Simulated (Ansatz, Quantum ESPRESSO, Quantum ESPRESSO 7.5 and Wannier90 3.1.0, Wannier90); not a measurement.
**Ballistic channels from Wannier functions: straight In chain, spacing 2.95 Å**

How many channels does the wire offer, and does a small Wannier basis get them right? The wire: straight In chain, spacing 2.95 Å.

Program: Quantum ESPRESSO 7.5 and Wannier90 3.1.0. Level of theory: plane-wave DFT, PBE, GBRV ultrasoft pseudopotentials (cross-check by Ansatz 0.2.0 with PAW datasets). Results are calculated unless marked as measured.

Most raw output is cut from this account.

## (1) Starting point

The cell holds 1 atom: 1 In. Its edges and angles: a = 8.000 Å, b = 8.000 Å, c = 2.950 Å, α = 90.0°, β = 90.0°, γ = 90.0°. Vacuum lies along a and b. The structure's axis is c.

As a file:

```cif
data_structure
_symmetry_space_group_name_H-M 'P 1'
_symmetry_Int_Tables_number 1
_cell_length_a 8.0000
_cell_length_b 8.0000
_cell_length_c 2.9500
_cell_angle_alpha 90.000
_cell_angle_beta 90.000
_cell_angle_gamma 90.000
_cell_volume 188.80
loop_
_atom_site_label
_atom_site_type_symbol
_atom_site_fract_x
_atom_site_fract_y
_atom_site_fract_z
_atom_site_occupancy
In1 In 0.00000 0.00000 0.00000 1
```

## (2) SCF with pw.x

The input, scf.in:

```
&control
  prefix = 'scf'
  outdir = './out'
  pseudo_dir = './pseudo'
  calculation = 'scf'
  tprnfor = .true.
/
&system
  ibrav = 0
  nat = 1
  ntyp = 1
  ecutwfc = 34
  ecutrho = 170
  occupations = 'smearing'
  smearing = 'mv'
  degauss = 0.005
/
&electrons
  conv_thr = 1e-07
  mixing_beta = 0.4
  electron_maxstep = 120
  mixing_mode = 'local-TF'
/
ATOMIC_SPECIES
  In  114.8180  in_pbe_v1.4.uspp.F.UPF
CELL_PARAMETERS angstrom
  8.00000000000000 0.00000000000000 0.00000000000000
  0.00000000000000 8.00000000000000 0.00000000000000
  0.00000000000000 0.00000000000000 2.95000000000000
ATOMIC_POSITIONS crystal
  In  0.000000000000 0.000000000000 0.000000000000
K_POINTS automatic
  1 1 24 0 0 0
```

Started as:

```
$ OMP_NUM_THREADS=1 mpirun -n 2 pw.x -nk 2 -in scf.in > scf.out
```

Wall time 22 s (2 MPI ranks of Arm Neoverse N1, shared host); peak memory 0.19 GiB; 45 s of CPU time.

Numbers from this step:

```
free energy  : -1814.7953 eV
Fermi energy : -1.511 eV
```

The program's own clock; routines nest. Time by routine:

```
  routine  wall time (s)  calls
    PWSCF          21.83      1
electrons          20.66      1
  c_bands           9.46     13
  cegterg           8.87     91
    h_psi           7.54    448
     fftw           7.38   6609
 vloc_psi           7.05    448
  mix_rho            4.9     13
 sum_band           3.57     13
     ffts           2.59   1425
     newd           2.04     14
 v_of_rho           0.81     14
 init_run           0.76      1
      fft           0.42    191
```

The run needed 13 iterations to bring the estimated error under 1e-07 Ry.

## (3) Full uniform mesh without symmetry

Wannier90 needs the states on a whole uniform mesh, listed point by point, without symmetry.

The input, nscf.in:

```
&control
  prefix = 'nscf'
  outdir = './out'
  pseudo_dir = './pseudo'
  calculation = 'nscf'
/
&system
  ibrav = 0
  nat = 1
  ntyp = 1
  ecutwfc = 34
  ecutrho = 170
  occupations = 'smearing'
  smearing = 'mv'
  degauss = 0.005
  nosym = .true.
  noinv = .true.
  nbnd = 16
/
&electrons
  conv_thr = 1e-09
  mixing_beta = 0.4
  electron_maxstep = 120
  mixing_mode = 'local-TF'
  diago_full_acc = .true.
/
ATOMIC_SPECIES
  In  114.8180  in_pbe_v1.4.uspp.F.UPF
CELL_PARAMETERS angstrom
  8.00000000000000 0.00000000000000 0.00000000000000
  0.00000000000000 8.00000000000000 0.00000000000000
  0.00000000000000 0.00000000000000 2.95000000000000
ATOMIC_POSITIONS crystal
  In  0.000000000000 0.000000000000 0.000000000000
K_POINTS crystal
12
  0.0000000000 0.0000000000 0.0000000000 0.0833333333
  0.0000000000 0.0000000000 0.0833333333 0.0833333333
  0.0000000000 0.0000000000 0.1666666667 0.0833333333
  0.0000000000 0.0000000000 0.2500000000 0.0833333333
  0.0000000000 0.0000000000 0.3333333333 0.0833333333
  0.0000000000 0.0000000000 0.4166666667 0.0833333333
  0.0000000000 0.0000000000 0.5000000000 0.0833333333
  0.0000000000 0.0000000000 0.5833333333 0.0833333333
  0.0000000000 0.0000000000 0.6666666667 0.0833333333
  0.0000000000 0.0000000000 0.7500000000 0.0833333333
  0.0000000000 0.0000000000 0.8333333333 0.0833333333
  0.0000000000 0.0000000000 0.9166666667 0.0833333333
```

Started as:

```
$ cp -r out/scf.save out/nscf.save
$ cp out/scf.xml out/nscf.xml
$ OMP_NUM_THREADS=1 mpirun -n 2 pw.x -nk 1 -in nscf.in > nscf.out
```

Wall time 11 s (2 MPI ranks); peak memory 0.11 GiB.

This step gave:

* Fermi energy: -1.505 eV

The program's own clock; routines nest. Time by routine:

```
     routine  wall time (s)  calls
       PWSCF          10.49      1
   electrons             10      1
     c_bands             10      1
     cegterg           9.63     32
       h_psi           7.75    578
    vloc_psi           7.33    578
        fftw           6.68   9722
    init_run           0.34      1
h_psi:calbec           0.21    578
     cdiaghg            0.2    546
      calbec            0.2    578
  add_vuspsi           0.18    578
       s_psi           0.17    578
        newd           0.14      1
```

## (4) Neighbour list from wannier90 -pp

The .win file sets projections and windows: states in the frozen window are kept exactly, the outer window gives room to disentangle.

The input, wan.win:

```
num_wann = 4
num_bands = 16
num_iter = 200
num_print_cycles = 20
conv_tol = 1e-8
conv_window = 5
guiding_centres = true
dis_num_iter = 1500
dis_conv_tol = 1e-8
dis_win_min = -12.5107
dis_win_max = 7.4893
dis_froz_max = -0.0107
search_shells = 120
fermi_energy = -1.5107

transport = true
transport_mode = bulk
one_dim_axis = z
dist_cutoff = 17.6
dist_cutoff_mode = one_dim
tran_win_min = -4.0
tran_win_max = 2.0
tran_energy_step = 0.02

bands_plot = true
bands_num_points = 96
begin kpoint_path
G 0.0 0.0 0.0 Z 0.0 0.0 0.5
end kpoint_path

begin projections
In:s;p
end projections

begin unit_cell_cart
ang
  8.0000000000 0.0000000000 0.0000000000
  0.0000000000 8.0000000000 0.0000000000
  0.0000000000 0.0000000000 2.9500000000
end unit_cell_cart

begin atoms_frac
  In 0.0000000000 0.0000000000 0.0000000000
end atoms_frac

mp_grid = 1 1 12
begin kpoints
  0.0 0.0 0.0000000000
  0.0 0.0 0.0833333333
  0.0 0.0 0.1666666667
  0.0 0.0 0.2500000000
  0.0 0.0 0.3333333333
  0.0 0.0 0.4166666667
  0.0 0.0 0.5000000000
  0.0 0.0 0.5833333333
  0.0 0.0 0.6666666667
  0.0 0.0 0.7500000000
  0.0 0.0 0.8333333333
  0.0 0.0 0.9166666667
end kpoints
```

Started as:

```
$ OMP_NUM_THREADS=1 wannier90.x -pp wan > wan.pp.log
```

The job ended after 0.5 s (1 MPI rank; peak memory 0.08 GiB).

## (5) Overlaps and projections

pw2wannier90.x computes the overlaps between neighbouring k-points and the projections.

The input, wan.p2w.in:

```
&inputpp
  prefix = 'nscf'
  outdir = './out'
  seedname = 'wan'
  write_mmn = .true.
  write_amn = .true.
  write_unk = .false.
/
```

Started as:

```
$ OMP_NUM_THREADS=1 mpirun -n 2 pw2wannier90.x -in wan.p2w.in > wan.p2w.out
```

Wall time 4.3 s (2 MPI ranks); peak memory 0.1 GiB; 8.2 s of CPU time.

## (6) Wannier functions and transport

After disentangling and localising, transport_mode = bulk builds principal layers from hoppings within dist_cutoff and counts open channels.

wan.win is that of step 4.

Started as:

```
$ OMP_NUM_THREADS=1 wannier90.x wan > wan.run.log
```

It took 1.4 s on 1 MPI rank; peak memory 0.08 GiB.

Numbers from this step:

- lead channels at the Fermi level, one spin: 3.000
- total spread: 10.90 Å²
- gauge-invariant spread: 9.254 Å²
- largest misfit to plane-wave levels between mesh points, inside the frozen window: 0.1587 eV

Per spin. Table of quantum conductance of the perfect wire, open channels by energy, zero at the Fermi level:

```
energy (eV)  quantum conductance of the perfect wire, open channels
     -4.000                                                       1
     -3.800                                                       1
     -3.600                                                       1
     -3.400                                                       1
     -3.200                                                       1
     -3.000                                                       1
     -2.800                                                       1
     -2.600                                                       1
     -2.400                                                       1
     -2.200                                                   1.000
     -2.000                                                  7.5e-5
     -1.800                                                  6.7e-7
     -1.600                                                  4.9e-7
     -1.400                                                  3.4e-6
     -1.200                                                   1.000
     -1.020                                                       1
     -0.800                                                       1
     -0.600                                                       1
     -0.400                                                       1
     -0.200                                                       1
      0.000                                                       3
      0.200                                                       3
      0.400                                                       3
      0.600                                                       3
      0.800                                                       3
      1.000                                                       3
      1.200                                                       3
      1.400                                                       3
      1.600                                                       3
      1.800                                                       3
      2.000                                                       3
```

Wannier functions:

```
no.     x (Å)    y (Å)     z (Å)  spread (Å²)
  1     1.038    0.335  0.001591        2.286
  2  -0.00189  0.01948    -1.475        3.766
  3    -1.047   0.3077  -9.19e-4        2.323
  4  0.006377  -0.8463  -5.23e-4        2.525
```

The electronic bands at the labelled points (eV, zero at the Fermi level; # counts the bands kept):

```
  point     #1     #2     #3    #4
      Γ  -6.36  -0.16  -0.16  3.49
halfway  -5.27   1.02   1.02  4.39
      Z  -2.02  -1.30   3.38  3.38
```

Bands and channels are those of the Wannier model: bands that were not projected, and all outside the frozen window, are missing or only approximate.

## (7) Neighbour list from wannier90 -pp, with dis_froz_max − E_F = 0.0

A sensitivity test on the input.

wan_w.win, as its differences from the input of step 6:

```diff
@@ -11,3 +11,3 @@
 dis_win_max = 7.4893
-dis_froz_max = -0.0107
+dis_froz_max = -1.5107
 search_shells = 120
```

Started as:

```
$ OMP_NUM_THREADS=1 wannier90.x -pp wan_w > wan_w.pp.log
```

Wall time 0.5 s (1 MPI rank); peak memory 0.09 GiB.

## (8) Overlaps and projections

The same post-processing, on the changed run.

The input, wan_w.p2w.in:

```
&inputpp
  prefix = 'nscf'
  outdir = './out'
  seedname = 'wan_w'
  write_mmn = .true.
  write_amn = .true.
  write_unk = .false.
/
```

Started as:

```
$ OMP_NUM_THREADS=1 mpirun -n 2 pw2wannier90.x -in wan_w.p2w.in > wan_w.p2w.out
```

Elapsed: 4.3 s, on 2 MPI ranks; peak memory 0.1 GiB.

## (9) Localisation, bands and conductance, with dis_froz_max − E_F = 0.0

wan_w.win, as its differences from the input of step 6:

```diff
@@ -11,3 +11,3 @@
 dis_win_max = 7.4893
-dis_froz_max = -0.0107
+dis_froz_max = -1.5107
 search_shells = 120
```

Started as:

```
$ OMP_NUM_THREADS=1 wannier90.x wan_w > wan_w.run.log
```

Elapsed: 1.4 s, on 1 MPI rank; peak memory 0.09 GiB.

The total spread is 10.5 against 10.9 Å². Between −2 and 1.5 eV the channel count differs from the first run's at 1 % of the energies, and at the Fermi level it is 3 against 3.

## (10) The same in Ansatz

A second code with its own PAW datasets, on the same atoms.

Level of this step: plane-wave DFT, PBE, Ansatz PAW (Ansatz 0.2.0).

System of this step: straight In chain, spacing 2.95 Å, 2 periods. The cell holds 2 atoms: 2 In. Cell: a = 8.000 Å, b = 8.000 Å, c = 5.900 Å, α = 90.0°, β = 90.0°, γ = 90.0°. Vacuum lies along a and b. The structure's axis is c.

The input, input.yaml:

```yaml
crystal:
  lattice:
    - [8.0, 0.0, 0.0]
    - [0.0, 8.0, 0.0]
    - [0.0, 0.0, 5.9]
  atoms:
    - { symbol: In, position: [0.0, 0.0, 0.0] }
    - { symbol: In, position: [0.0, 0.0, 0.5] }
kpoints:
  mp_grid: { grid: [1, 1, 12] }
hamiltonian:
  xc: pbe
scf:
  occupations: { method: fermi_dirac, width: 0.05 }
  convergence: { dr2_threshold: 1.0e-08 }
output:
  transmission:
    leads: [[0, 0]]
    e_range: [-4.0, 2.0]
    de: 0.05
    kmesh: [1, 1]
    reduced_basis: true
```

Started as:

```
$ ansatz run input.yaml --threads 2 --pin off --max-ram 4096MiB --backend cpu --events-out ev --progress --plain --runs-dir out
```

It took 61 s on 2 threads; peak memory 0.49 GiB; 1.9 min of CPU time.

Read from the output:

| Item | Value |
| --- | --- |
| free energy | -11193.2555 eV |
| energy at zero smearing | -11193.2350 eV |
| smearing term TS | 0.04108 eV |
| Fermi energy | -1.473 eV |
| symmetry operations | 32 |
| lead channels at the Fermi level, one spin | 3 |

Per spin. Open channels against energy, zero at the Fermi level:

energy (eV), open channels and a bar:
```
  -4.0000       1.00 ##########
  -3.7500       1.00 ##########
  -3.5000       1.00 ##########
  -3.2500       1.00 ##########
  -3.0000       1.00 ##########
  -2.7500       1.00 ##########
  -2.5000       1.00 ##########
  -2.2500       1.00 ##########
  -2.0000       0.00 
  -1.7500       0.00 
  -1.5000       0.00 
  -1.2500       1.00 ##########
  -1.0000       1.00 ##########
  -0.7500       1.00 ##########
  -0.5000       1.00 ##########
  -0.2500       1.00 ##########
   0.0000       3.00 ##############################
   0.2500       3.00 ##############################
   0.5000       3.00 ##############################
   0.7500       3.00 ##############################
   1.0000       3.00 ##############################
   1.2500       3.00 ##############################
   1.5000       3.00 ##############################
   1.7500       3.00 ##############################
   2.0000       3.00 ##############################
```

## (11) The arithmetic

3 channels × 77.48 µS = 232 µS, a two-terminal resistance of 12.906/3 = 4.30 kΩ whatever the wire's length, as long as nothing scatters.

## (12) Outcome

| Property | Result |
| --- | --- |
| open channels at the Fermi level, per spin | 3 |
| total spread | 10.9 Å² |
| gauge-invariant spread | 9.25 Å² |
| largest band misfit in the frozen window | 0.159 eV |
| channels at the Fermi level by Ansatz | 3 |

In words: The wire offers 3 channels per spin at the Fermi level. Between -4 and 1.5 eV the channel count from Wannier functions equals that from Ansatz's layer matching at 100 % of the energies; outside the frozen window the Wannier bands are not held to the plane-wave ones. The interpolated bands miss plane-wave levels by up to 0.16 eV between mesh points, so steps of the conductance can sit that far off. The wire is perfect, so the conductance only counts bands: each channel, with its partner of the other spin, carries G₀ = 2e²/h. It was run without spin polarisation, which was not tested.

[Logs are printed without paths, hosts, clocks, repeated set-up lines and the standing remarks that a program may print on its own settings, such as how far it seeks lower states.]

[Hosts, paths, dates, database ids (printed as entryN), source tags and the programs' standing remarks are cut or masked in the printed files.]

[Maps of the electrostatic potential energy from Ansatz leave out the sawtooth potential of an applied field or a dipole correction, so their vacuum need not be flat; planar profiles and work functions include it.]
